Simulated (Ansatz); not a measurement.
G0W0 rungs for GaN (P6_3mc).

The database entry behind the starting cell has ideal inner coordinates that were not refined, so it need not match the best structure at ambient conditions.

Symmetry: P6_3mc, No. 186, hexagonal system. Conventional cell: a = 3.190 Å, b = 3.190 Å, c = 5.189 Å, α = 90.00°, β = 90.00°, γ = 120.00°. Ga has 4 N at 1.95 Å nearest. N has 4 Ga at 1.95 Å nearest. Farther neighbours and most contacts between anions are not listed.

```
Ga N
1.0
     3.19000    0.00000    0.00000
    -1.59500    2.76262    0.00000
     0.00000    0.00000    5.18900
Ga N
2 2
Direct
  0.66667 0.33333 0.00000
  0.33333 0.66667 0.50000
  0.66667 0.33333 0.37500
  0.33333 0.66667 0.87500
```

The cell and positions come from the Crystallography Open Database and are kept as given unless a step says otherwise. PAW set soft_1, made with PBE.

Runs so far (Ansatz 0.2.0, start PBE, default PAW files, 6×6×4 mesh). Times are wall times on 1 × NVIDIA H100 80GB HBM3 (shared by 6 runs) with 3 threads of AMD EPYC 7R13 (Zen 3), shared host, good to a factor of about two.

```tsv
bands summed	cutoff (eV)	gap on the mesh (eV)	time
66	60	2.866	16 s
154	120	3.012	19 s
```

**Question.** What should the next rung give, with 311 bands and screening to 200 eV, and where is the limit?

The error falls about as one over the bands when the cutoff rises with them. A line through the two highest rungs given predicts 3.067 eV; the run gave 3.048 eV, close to it. The two highest rungs put the limit near 3.084 eV, the pair below near 3.121 eV; their difference is a rough measure of what is unsettled in bands and cutoff; the mesh is a separate error.

Gaps are over the mesh's points; an edge off the mesh would be missed. Limits: not at the basis limit; no spin-orbit coupling.

[Paths, hosts, dates, memory and timing lines, banners, echoed tables and standing remarks are left out of the program output.]

[Logs are printed without paths, hosts, clocks, repeated set-up lines and the standing remarks that a program may print on its own settings, such as how far it seeks lower states.]

[Runs of the session that timed out or met a known fault of the program may be left out.]

[Cells called generated may have been cut or substituted from an entry of the Crystallography Open Database or the Materials Project.]

[Hosts, paths, dates, database ids (printed as entryN), source tags and the programs' standing remarks are cut or masked in the printed files.]
